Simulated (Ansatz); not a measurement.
# CdP3: relaxing a made-up structure

This structure for CdP3 is made up. Its elements were placed in a known structure type with a cell scaled to their sizes. What cell does the guess relax to, and how far off was it?

Program: Ansatz 0.2.0. Level of theory: DFT, PBE, plane-wave PAW, files of the set soft_1, scalar-relativistic, no spin, cell and ions relaxed at zero pressure; PAW set soft_1. Results are calculated unless marked as measured.

## Step 1: Set-up

It takes space group C2/m (No. 12, monoclinic). Conventional cell: a = 10.477 Å, b = 6.904 Å, c = 4.217 Å, α = 90.00°, β = 111.02°, γ = 90.00°. Nearest to Cd lie 10 P at 2.87 to 3.22 Å. P has 5 P at 1.91 to 3.21 Å and 4 Cd at 2.87 to 3.22 Å nearest. P has 7 P at 1.90 to 3.21 Å and 2 Cd at 3.18 Å nearest. Farther neighbours are not listed.

As a file:

```cif
data_structure
_symmetry_space_group_name_H-M 'C2/m'
_symmetry_Int_Tables_number 12
_cell_length_a 10.4770
_cell_length_b 6.9040
_cell_length_c 4.2170
_cell_angle_alpha 90.000
_cell_angle_beta 111.020
_cell_angle_gamma 90.000
_cell_volume 284.73
loop_
_atom_site_label
_atom_site_type_symbol
_atom_site_symmetry_multiplicity
_atom_site_Wyckoff_symbol
_atom_site_fract_x
_atom_site_fract_y
_atom_site_fract_z
_atom_site_occupancy
Cd1 Cd 4 i 0.17160 0.00000 0.31850 1
P1 P 8 j 0.41600 0.76920 0.28400 1
P2 P 4 i 0.41520 0.00000 0.03480 1
```

## Step 2: Relaxation of the guess

The guess takes its coordinates from another compound and its volume from a rule, so the cell and any free coordinates are relaxed together.

input.yaml

```yaml
crystal:
  lattice:
    - [5.2385, -3.452, 0.0]
    - [5.2385, 3.452, 0.0]
    - [-1.512611792, 0.0, 3.936380897]
  atoms:
    - { symbol: Cd, position: [0.1716, 0.1716, 0.3185] }
    - { symbol: Cd, position: [0.8284, 0.8284, 0.6815] }
    - { symbol: P, position: [0.6468, 0.1852, 0.284] }
    - { symbol: P, position: [0.8148, 0.3532, 0.716] }
    - { symbol: P, position: [0.3532, 0.8148, 0.716] }
    - { symbol: P, position: [0.1852, 0.6468, 0.284] }
    - { symbol: P, position: [0.4152, 0.4152, 0.0348] }
    - { symbol: P, position: [0.5848, 0.5848, 0.9652] }
kpoints:
  mp_grid: { grid: [5, 5, 7] }
scf:
  occupations: { method: fermi_dirac, width: 0.05 }
hamiltonian:
  xc: pbe
  pseudopotentials: { kind: paw, azcp: { folder: soft_1 } }
relax:
  f_tol: 0.015
  max_steps: 70
  cell: {}
output:
  forces: true
  stress: true
```

On the command line:

```bash
> ansatz run input.yaml --threads 4 --pin off --max-ram 10240MiB --backend cpu --events-out ev --progress --plain --runs-dir out
```

Numbers of over 12 decimals in the logs are rounded to 6 here.

Log:

```text
Engine: ansatz 0.2.0, x86_64-unknown-linux-gnu
Pseudopotentials: kind: paw
Pseudopotential: Cd, paw, valence charge 20, recommended cutoff 420 eV (normal), soft_1/Cd.paw.azcp
Pseudopotential: P, paw, valence charge 5, recommended cutoff 420 eV (normal), soft_1/P.paw.azcp
Functional definition: PBE
  parameter kappa = 0.804
  parameter beta = 0.066725
  exchange = pbe_x(kappa = kappa, mu = beta*pi^2/3)
  correlation = pbe_c(beta = beta)
Crystal: 8 atoms, lattice volume = 142.366 Å³
Basis set: ecut = 420 eV, 2779 PW (Γ), exchange–correlation on 90×90×60 points (8 copies of the dense FFT grid, shifted against one another)
Bands: 43, of which v1, the nominal top of the filled ones, is band 35 counted from 1 (34 counted from 0)
Symmetry: 4 space group operations
Space group: C2/m (ITA 12), of the structure as read, at distance tolerance 5.2e-5 Å
k-points: 54 of 175
Non-local potential: Cd, projectors of the file, l = 0: 3, l = 1: 2, l = 2: 2, l = 3: 1
Non-local potential: P, projectors of the file, l = 0: 2, l = 1: 2, l = 2: 1
PAW form: soft (Blöchl's): semilocal exchange-correlation on the pseudo side does not see the compensation charge
PAW one-centre angular grid: Cd, 590 points (default); XC on 64 Gauss nodes
PAW one-centre angular grid: P, 110 points (default); XC on 64 Gauss nodes
Initial density: superposition of atomic densities (chi_scale 0.1, normalization cell, long waves kept (reshape's long-wave potential 0.05 eV rms))
Initial wavefunctions: pseudopotential atomic-orbital guess
Functional: x = pbe(κ = 0.804, μ = 0.219515), c = pbe(β = 0.066725)
SCF iter   1: F=—  HF=-21038.005275 eV  |F-HF|=—  |Δ(HF+E_count)|=         —  Δρ=4.76e-2  dr2=2.76e0  ethr=3.10e-3  ⟨swp⟩=10.5  Hψ=12999  notcnv=0  defer=17
preconditioner: auto → Kerker (q_TF=auto, 2.424 Å⁻¹)  [metal: Δε(μ)=0.045 eV  Ē_g=10.143 eV  σ=0.050 eV  W_gap=0.22  n_scr=38 (ndim 8)  ℏωp=22.9 eV  f_vac=0.000  D(μ)=1.92/eV (n_scr^D=6)]
SCF iter   2: F=—  HF=-21037.401301 eV  |F-HF|=—  |Δ(HF+E_count)|=   6.04e-1  Δρ=2.71e-2  dr2=9.80e-1  ethr=3.10e-3  ⟨swp⟩=1.9  Hψ=2948  notcnv=0  defer=82
SCF iter   3: F=—  HF=-21037.147424 eV  |F-HF|=—  |Δ(HF+E_count)|=   2.54e-1  Δρ=4.78e-3  dr2=2.83e-2  ethr=1.40e-3  ⟨swp⟩=3.1  Hψ=4327  notcnv=0  defer=86
SCF iter   4: F=—  HF=-21037.140647 eV  |F-HF|=—  |Δ(HF+E_count)|=   6.78e-3  Δρ=1.87e-3  dr2=6.55e-3  ethr=4.05e-5  ⟨swp⟩=2.1  Hψ=4861  notcnv=0  defer=85
SCF iter   5: F=—  HF=-21037.141658 eV  |F-HF|=—  |Δ(HF+E_count)|=   1.01e-3  Δρ=4.29e-4  dr2=3.67e-4  ethr=9.36e-6  ⟨swp⟩=2.0  Hψ=2908  notcnv=0  defer=85
SCF iter   6: F=—  HF=-21037.141723 eV  |F-HF|=—  |Δ(HF+E_count)|=   6.54e-5  Δρ=1.47e-4  dr2=5.66e-5  ethr=5.24e-7  ⟨swp⟩=2.5  Hψ=3826  notcnv=0  defer=85
SCF iter   7: F=—  HF=-21037.141748 eV  |F-HF|=—  |Δ(HF+E_count)|=   2.44e-5  Δρ=3.22e-5  dr2=2.53e-6  ethr=8.08e-8  ⟨swp⟩=2.0  Hψ=3311  notcnv=0  defer=85
SCF iter   8: F=—  HF=-21037.141748 eV  |F-HF|=—  |Δ(HF+E_count)|=   3.26e-7  Δρ=1.04e-5  dr2=2.70e-7  ethr=3.62e-9  ⟨swp⟩=2.1  Hψ=3321  notcnv=0  defer=85
SCF iter   9: F=-21037.141748 eV  HF=-21037.141748 eV  |F-HF|=1.70e-9  |Δ(HF+E_count)|=   3.87e-8  Δρ=2.71e-6  dr2=1.65e-8  ethr=1.43e-10  ⟨swp⟩=6.0  Hψ=9356  notcnv=0
SCF 1 converged in 9 iterations: F = -21037.141748 eV  dr2 = 1.65e-8
  greatest PAW one-centre occupation: 1.000 electrons in one spin orbital (limit 2), on the Cd atom at site 1 (counted from 0), in its partial waves of l = 0
relax step   1: F+E_penalty+E_count = -21037.14174826 eV  Δ(F+E_penalty+E_count) = +0.000e0 eV  max|allowed force component| = 5.324e0 eV/Å  Δτ_max = 0.0000 Å  P = +28.147 GPa  Ω = 142.366 Å³  (9 SCF iters, dr2 threshold 1.00e-7 eV, accepted)
Crystal: 8 atoms, lattice volume = 151.834 Å³
Basis set: ecut = 420 eV, 2945 PW (Γ), exchange–correlation on 90×90×60 points (8 copies of the dense FFT grid, shifted against one another)
Initial density: handed on by an earlier stage of this run
Initial wavefunctions: those handed on with the density
iter 1 solved again at ethr=1.41e-3 eV; its pass at ethr=3.10e-3 eV (dr2=9.87e-1 eV) is discarded
SCF iter   1: F=—  HF=-21041.814407 eV  |F-HF|=—  |Δ(HF+E_count)|=         —  Δρ=2.01e-2  dr2=9.88e-1  ethr=1.41e-3  ⟨swp⟩=1.6  Hψ=14373  notcnv=0
preconditioner: auto → Kerker (q_TF=auto, 2.398 Å⁻¹)  [metal: Δε(μ)=0.046 eV  Ē_g=9.613 eV  σ=0.050 eV  W_gap=0.22  n_scr=40 (ndim 8)  ℏωp=22.1 eV  f_vac=0.000  D(μ)=1.83/eV (n_scr^D=6)]
SCF iter   2: F=—  HF=-21041.627753 eV  |F-HF|=—  |Δ(HF+E_count)|=   1.87e-1  Δρ=1.16e-2  dr2=3.52e-1  ethr=1.41e-3  ⟨swp⟩=2.2  Hψ=2706  notcnv=0
SCF iter   3: F=—  HF=-21041.543801 eV  |F-HF|=—  |Δ(HF+E_count)|=   8.40e-2  Δρ=1.37e-3  dr2=2.83e-3  ethr=5.03e-4  ⟨swp⟩=3.7  Hψ=4306  notcnv=0
SCF iter   4: F=—  HF=-21041.544206 eV  |F-HF|=—  |Δ(HF+E_count)|=   4.05e-4  Δρ=5.22e-4  dr2=6.90e-4  ethr=4.05e-6  ⟨swp⟩=2.7  Hψ=4329  notcnv=0  defer=6
SCF iter   5: F=—  HF=-21041.544234 eV  |F-HF|=—  |Δ(HF+E_count)|=   2.76e-5  Δρ=2.15e-4  dr2=7.61e-5  ethr=9.85e-7  ⟨swp⟩=2.0  Hψ=3512  notcnv=0  defer=6
SCF iter   6: F=—  HF=-21041.544230 eV  |F-HF|=—  |Δ(HF+E_count)|=   4.45e-6  Δρ=8.09e-5  dr2=1.33e-5  ethr=1.09e-7  ⟨swp⟩=2.0  Hψ=4063  notcnv=0  defer=6
SCF iter   7: F=—  HF=-21041.544230 eV  |F-HF|=—  |Δ(HF+E_count)|=   3.68e-7  Δρ=2.40e-5  dr2=2.05e-6  ethr=1.90e-8  ⟨swp⟩=2.0  Hψ=3450  notcnv=0  defer=6
SCF iter   8: F=-21041.544230 eV  HF=-21041.544230 eV  |F-HF|=1.60e-8  |Δ(HF+E_count)|=   1.01e-7  Δρ=6.39e-6  dr2=1.30e-7  ethr=1.14e-9  ⟨swp⟩=5.3  Hψ=8275  notcnv=0
SCF 2 converged in 8 iterations: F = -21041.544230 eV  dr2 = 1.30e-7
relax step   2: F+E_penalty+E_count = -21041.54423005 eV  Δ(F+E_penalty+E_count) = -4.402e0 eV  max|allowed force component| = 1.315e0 eV/Å  Δτ_max = 0.1952 Å  P = +4.554 GPa  Ω = 151.834 Å³  energy of the carried Pulay correction = -1.334e-3 eV  (8 SCF iters, dr2 threshold 8.00e-7 eV, accepted)
Crystal: 8 atoms, lattice volume = 154.582 Å³
Basis set: ecut = 420 eV, 2999 PW (Γ), exchange–correlation on 90×90×60 points (8 copies of the dense FFT grid, shifted against one another)
iter 1 solved again at ethr=1.74e-4 eV; its pass at ethr=3.10e-3 eV (dr2=1.22e-1 eV) is discarded
SCF iter   1: F=—  HF=-21042.200824 eV  |F-HF|=—  |Δ(HF+E_count)|=         —  Δρ=9.19e-3  dr2=1.22e-1  ethr=1.74e-4  ⟨swp⟩=2.6  Hψ=14932  notcnv=0
preconditioner: auto → Kerker (q_TF=auto, 2.391 Å⁻¹)  [metal: Δε(μ)=0.040 eV  Ē_g=9.498 eV  σ=0.050 eV  W_gap=0.19  n_scr=38 (ndim 8)  ℏωp=21.9 eV  f_vac=0.000  D(μ)=1.17/eV (n_scr^D=4)]
[...]
relax step  18: F+E_penalty+E_count = -21042.64080315 eV  Δ(F+E_penalty+E_count) = -2.723e-2 eV  max|allowed force component| = 6.590e-2 eV/Å  Δτ_max = 0.0366 Å  P = +0.025 GPa  Ω = 191.147 Å³  energy of the carried Pulay correction = -6.000e-3 eV  (6 SCF iters, dr2 threshold 8.00e-7 eV, accepted)
relax step  19: F+E_penalty+E_count = -21042.64242022 eV  Δ(F+E_penalty+E_count) = -1.617e-3 eV  max|allowed force component| = 1.122e-2 eV/Å  Δτ_max = 0.0116 Å  P = +0.056 GPa  Ω = 191.142 Å³  energy of the carried Pulay correction = -6.000e-3 eV  (6 SCF iters, dr2 threshold 2.71e-7 eV, accepted)
relax step  20: F+E_penalty+E_count = -21042.64285847 eV  Δ(F+E_penalty+E_count) = -4.383e-4 eV  max|allowed force component| = 1.126e-2 eV/Å  Δτ_max = 0.0114 Å  P = -0.023 GPa  Ω = 191.502 Å³  energy of the carried Pulay correction = -6.083e-3 eV  (7 SCF iters, dr2 threshold 1.12e-7 eV, accepted)
relax step  21: F+E_penalty+E_count = -21042.66870311 eV  Δ(F+E_penalty+E_count) = -2.584e-2 eV  max|allowed force component| = 1.064e-2 eV/Å  Δτ_max = 0.0000 Å  P = +0.172 GPa  Ω = 191.502 Å³  stress off target by 4.78e-1 GPa  SCF on the basis re-selected at this cell (its energy is not comparable with the rows above)  (8 SCF iters)
relax step  22: F+E_penalty+E_count = -21042.67351984 eV  Δ(F+E_penalty+E_count) = -4.817e-3 eV  max|allowed force component| = 2.439e-2 eV/Å  Δτ_max = 0.0290 Å  P = +0.081 GPa  Ω = 193.186 Å³  energy of the carried Pulay correction = -1.644e-4 eV  (7 SCF iters, dr2 threshold 5.70e-7 eV, accepted)
relax step  23: F+E_penalty+E_count = -21042.67618366 eV  Δ(F+E_penalty+E_count) = -2.664e-3 eV  max|allowed force component| = 3.364e-2 eV/Å  Δτ_max = 0.0353 Å  P = -0.007 GPa  Ω = 195.306 Å³  energy of the carried Pulay correction = -3.882e-4 eV  (8 SCF iters, dr2 threshold 2.32e-7 eV, accepted)
relax step  24: F+E_penalty+E_count = -21042.67691040 eV  Δ(F+E_penalty+E_count) = -7.267e-4 eV  max|allowed force component| = 3.005e-2 eV/Å  Δτ_max = 0.0246 Å  P = -0.008 GPa  Ω = 195.483 Å³  energy of the carried Pulay correction = -4.072e-4 eV  (7 SCF iters, dr2 threshold 7.07e-8 eV, accepted)
relax step  25: F+E_penalty+E_count = -21042.67728322 eV  Δ(F+E_penalty+E_count) = -3.728e-4 eV  max|allowed force component| = 4.364e-3 eV/Å  Δτ_max = 0.0032 Å  P = +0.015 GPa  Ω = 195.291 Å³  energy of the carried Pulay correction = -3.853e-4 eV  (6 SCF iters, dr2 threshold 5.65e-8 eV, accepted)
Basis set: ecut = 420 eV, 3825 PW (Γ), exchange–correlation on 120×120×72 points (8 copies of the dense FFT grid, shifted against one another)
iter 1 solved again at ethr=2.41e-6 eV; its pass at ethr=3.10e-3 eV (dr2=1.69e-3 eV) is discarded
SCF iter   1: F=—  HF=-21042.677294 eV  |F-HF|=—  |Δ(HF+E_count)|=         —  Δρ=7.11e-5  dr2=5.38e-7  ethr=2.41e-6  ⟨swp⟩=3.6  Hψ=19104  notcnv=0
eigensolver tolerance schedule: the retry pair's looser diagonalisation over-reported the residual by 3137.32 of it (diagonalisation noise at an unbounded share of the residual, at the tolerance the schedule requests for it); recorded, not acted on — ethr = c·dr2/N_el stays at c = 1.0e-1
preconditioner: auto → Kerker (q_TF=auto, 2.299 Å⁻¹)  [metal: Δε(μ)=0.083 eV  Ē_g=9.414 eV  σ=0.050 eV  W_gap=0.35  n_scr=34 (ndim 8)  ℏωp=19.5 eV  f_vac=0.119  D(μ)=0.48/eV (n_scr^D=0)]
SCF iter   2: F=—  HF=-21042.677612 eV  |F-HF|=—  |Δ(HF+E_count)|=   3.17e-4  Δρ=3.60e-5  dr2=1.59e-7  ethr=7.69e-10  ⟨swp⟩=4.4  Hψ=6204  notcnv=0
SCF iter   3: F=—  HF=-21042.677698 eV  |F-HF|=—  |Δ(HF+E_count)|=   8.66e-5  Δρ=8.99e-6  dr2=1.96e-8  ethr=2.28e-10  ⟨swp⟩=2.1  Hψ=3618  notcnv=0
SCF iter   4: F=—  HF=-21042.677703 eV  |F-HF|=—  |Δ(HF+E_count)|=   5.34e-6  Δρ=7.88e-7  dr2=3.95e-9  ethr=2.80e-11  ⟨swp⟩=2.0  Hψ=3665  notcnv=0
SCF iter   5: F=—  HF=-21042.677703 eV  |F-HF|=—  |Δ(HF+E_count)|=   3.51e-9  Δρ=5.03e-7  dr2=1.72e-9  ethr=5.64e-12  ⟨swp⟩=3.0  Hψ=4267  notcnv=0
SCF iter   6: F=—  HF=-21042.677703 eV  |F-HF|=—  |Δ(HF+E_count)|=   2.03e-9  Δρ=2.40e-7  dr2=2.30e-10  ethr=2.46e-12  ⟨swp⟩=2.0  Hψ=3581  notcnv=0
SCF iter   7: F=-21042.677703 eV  HF=-21042.677703 eV  |F-HF|=3.64e-12  |Δ(HF+E_count)|=  3.06e-10  Δρ=8.07e-8  dr2=2.40e-11  ethr=1.00e-12  ⟨swp⟩=6.0  Hψ=9018  notcnv=0
SCF 26 converged in 7 iterations: F = -21042.677703 eV  dr2 = 2.40e-11
relax step  26: F+E_penalty+E_count = -21042.67770344 eV  Δ(F+E_penalty+E_count) = -4.202e-4 eV  max|allowed force component| = 4.383e-3 eV/Å  Δτ_max = 0.0000 Å  P = +0.014 GPa  Ω = 195.291 Å³  stress off target by 2.27e-2 GPa  SCF on the basis re-selected at this cell (its energy is not comparable with the rows above)  (7 SCF iters)
basis re-selected at this cell: Δ(F+E_penalty+E_count) = -4.202e-4 eV, ΔP = -0.001 GPa vs the last step (what re-selecting the basis moved, of the pressure what is left beyond the Pulay correction that the steps carried, after the strain that the cell walked since its last selection, with what the two solves' SCF thresholds leave and, on support functions, any second-order correction that the steps lacked; it is no measure of the basis error at this ecutwfc). The dense FFT grid was sized anew with the basis: this SCF ran on 60×60×36 points, the steps before it on 54×54×32, so part of this shift can come from that change (see relax.cell in the input reference). [rest of the remark cut]
SCF converged after 7 iterations
Free energy (F): -21042.677703 eV
Harris-Foulkes:  -21042.677703 eV  (|F-HF|=3.64e-12)
Internal energy: -21042.673656 eV  (E = F + TS)
E sigma→0 (E₀):  -21042.675680 eV
Entropy (-TS):   -0.004047 eV (-0.506 meV/atom)
Fermi energy:    6.871142 eV
--- Per-component energies (eV) ---
  E_band       = -1082.822634
  E_kinetic    = 1290.548457
  E_local      = -9534.325056  (includes V_loc(G=0)·N_el)
  E_nonlocal   = 433.080077
  E_hartree    = 4320.985559
  E_xc         = -748.930634
  E_vxc        = -756.073477  (∫ρ·V_xc dr)
  E_paw        = -11545.882131  (= ΣΔE_a)
  E_vpaw       = -1158.024298  (= ΣTr[D̂ρ^β])
  E_aug_tail   = 0.000672  (compensation charges beyond the density's cutoff)
  E_ewald      = -5258.150601
  E_smearing   = -0.004047  (= −TS)
  E_closure    = -0.000000  (closes the sum)
  Σ components = -21042.677703   (vs F -21042.677703, Δ=0.00e0)
--- Forces (eV/Å), atoms counted from 1 ---
  atom   1  Cd    -0.00422687     0.00000000     0.00408487
  atom   2  Cd     0.00422687    -0.00000000    -0.00408487
  atom   3  P      0.00438306    -0.00044182    -0.00168943
  atom   4  P     -0.00438306    -0.00044182     0.00168943
  atom   5  P     -0.00438306     0.00044182     0.00168943
  atom   6  P      0.00438306     0.00044182    -0.00168943
  atom   7  P     -0.00180442     0.00000000     0.00187001
  atom   8  P      0.00180442    -0.00000000    -0.00187001
  max |Σ_I F_I| component: 2.17e-19 eV/Å
--- Stress (GPa, compression-positive) ---
        0.021853      -0.000000      -0.003057
       -0.000000       0.006884       0.000000
       -0.003057       0.000000       0.012026
  P = ⅓ Tr σ = 0.0136 GPa (0.136 kbar)
--- Relaxed structure (23 steps of the walk, 22 accepted, 3 SCFs on fresh bases) ---
  F+E_penalty+E_count = -21042.67770344 eV   max|allowed force component| = 4.383e-3 eV/Å   (the final SCF, on the basis selected at the relaxed cell)
  cell:  # Å, volume = 195.2907 Å³
    - [7.114191, -3.833360, -0.974573]
    - [7.114191, 3.833360, -0.974573]
    - [-2.786542, 0.0, 3.962252]
  atoms:
    - { symbol: Cd, position: [0.241926, 0.241926, 0.189723] }
    - { symbol: Cd, position: [0.758074, 0.758074, 0.810277] }
    - { symbol: P, position: [0.627940, 0.183073, 0.214545] }
    - { symbol: P, position: [0.816927, 0.372060, 0.785455] }
    - { symbol: P, position: [0.372060, 0.816927, 0.785455] }
    - { symbol: P, position: [0.183073, 0.627940, 0.214545] }
    - { symbol: P, position: [0.407455, 0.407455, -0.071166] }
    - { symbol: P, position: [0.592545, 0.592545, 1.071166] }
```

Wall time 75 s (4 threads of INTEL XEON PLATINUM 8581C at 2.10GHz (Emerald Rapids), shared host); peak memory 0.8 GiB.

The steps of the relaxation (22 of 26):

```csv
step,energy less that of the first step (eV),largest force component (eV/Å),pressure (GPa),volume (Å³)
1,0.0000,5.3239,28.15,142.37
2,-4.4025,1.3145,4.55,151.83
3,-5.0339,0.3997,1.01,154.58
5,-5.3062,0.2769,-1.22,161.83
6,-5.3431,0.1742,-0.32,161.15
7,-5.3493,0.0620,0.10,160.78
8,-5.3506,0.0269,0.05,161.24
9,-5.3509,0.0111,0.00,161.52
11,-5.3894,0.0330,0.24,163.75
12,-5.4003,0.0907,0.12,168.57
13,-5.4233,0.1536,-0.14,177.04
14,-5.4483,0.2348,-0.13,184.55
15,-5.4675,0.2539,-0.87,192.08
16,-5.4433,0.2790,-0.28,197.38
18,-5.4991,0.0659,0.03,191.15
19,-5.5007,0.0112,0.06,191.14
20,-5.5011,0.0113,-0.02,191.50
21*,-5.5270,0.0106,0.17,191.50
22,-5.5318,0.0244,0.08,193.19
24,-5.5352,0.0301,-0.01,195.48
25,-5.5355,0.0044,0.02,195.29
26*,-5.5360,0.0044,0.01,195.29
```

Relaxation steps marked * repeat the geometry before them on a plane-wave basis chosen anew for their cell, so energy and pressure can jump there. Other such steps can lie between the rows shown. Relaxation step 16 was tried and not accepted.

The run keeps the 4 symmetry operations that it works with, so distortions that break them were not tested.

```csv
cell as run,before,after,change
a (Å),6.274,8.140,+29.7 %
b (Å),6.274,8.140,+29.7 %
c (Å),4.217,4.844,+14.9 %
α (°),107.43,126.92,+18.1 %
β (°),107.43,126.92,+18.1 %
γ (°),66.77,56.19,-15.8 %
volume (Å³/atom),17.80,24.41,+37.2 %
```

The atoms that moved most (Å, as changes of fractional coordinates times the final cell):

```csv
atom,dx,dy,dz,length
Cd2,-1.359,0.000,0.647,1.506
Cd1,1.359,0.000,-0.647,1.506
P8,-0.185,0.000,0.405,0.445
P7,0.185,0.000,-0.405,0.445
P6,0.044,-0.064,-0.255,0.266
P3,0.044,0.064,-0.255,0.266
P4,-0.044,0.064,0.255,0.266
P5,-0.044,-0.064,0.255,0.266
```

Final coordinates:

```xyz
8
Lattice="7.1142 -3.8334 -0.9746 7.1142 3.8334 -0.9746 -2.7865 0.0000 3.9623" Properties=species:S:1:pos:R:3 pbc="T T T"
Cd    2.9135    0.0000    0.2802
Cd    8.5283    0.0000    1.7329
P     5.1719   -1.7053    0.0597
P     6.2700   -1.7053    1.9534
P     6.2700    1.7053    1.9534
P     5.1719    1.7053    0.0597
P     5.9957    0.0000   -1.0762
P     5.4461    0.0000    3.0893
```

Numbers from this step:

* free energy: -21042.6777 eV
* energy at zero smearing: -21042.6757 eV
* smearing term TS: 0.004047 eV
* Fermi energy: 6.871 eV
* gap by band count: 0.05498 eV
* electrons: 70
* symmetry operations: 4
* pressure: 0.01359 GPa

The shortest distance of each pair, which need not be the same contact before and after:

```csv
pair,guess (Å),relaxed (Å)
P–P,1.902,2.189
Cd–P,2.865,2.623
Cd–Cd,3.635,4.325
```

The relaxation ends with a largest force component of 0.0044 eV/Å and a pressure of 0.01 GPa.

## Step 3: Summary of results

```yaml
space_group_relaxed: C2/m
conventional_cell: a = 10.518, b = 7.667, c = 4.844 Å; α = 90.0°, β = 90.5°, γ = 90.0°
volume_per_atom: 24.41 Å³ (guess 17.80)
```

**Reading.** CdP3 relaxes to C2/m with a = 10.518, b = 7.667 and c = 4.844 Å. The guessed volume was 27 % too small. The space group C2/m was held in the relaxation, so the end point is a stationary structure within it and may be a saddle against distortions or other arrangements. Mesh and cutoff weren't tested. A vector of the cell changed its length by 30 %, so the starting arrangement is largely lost and the mesh was laid for another shape. No dispersion term is used, so weakly bound directions may come out too long. Nothing here tests whether the compound is stable against decomposition.

[Logs are printed without paths, hosts, clocks, repeated set-up lines and the standing remarks that a program may print on its own settings, such as how far it seeks lower states.]

[Hosts, paths, dates, database ids (printed as entryN), source tags and the programs' standing remarks are cut or masked in the printed files.]
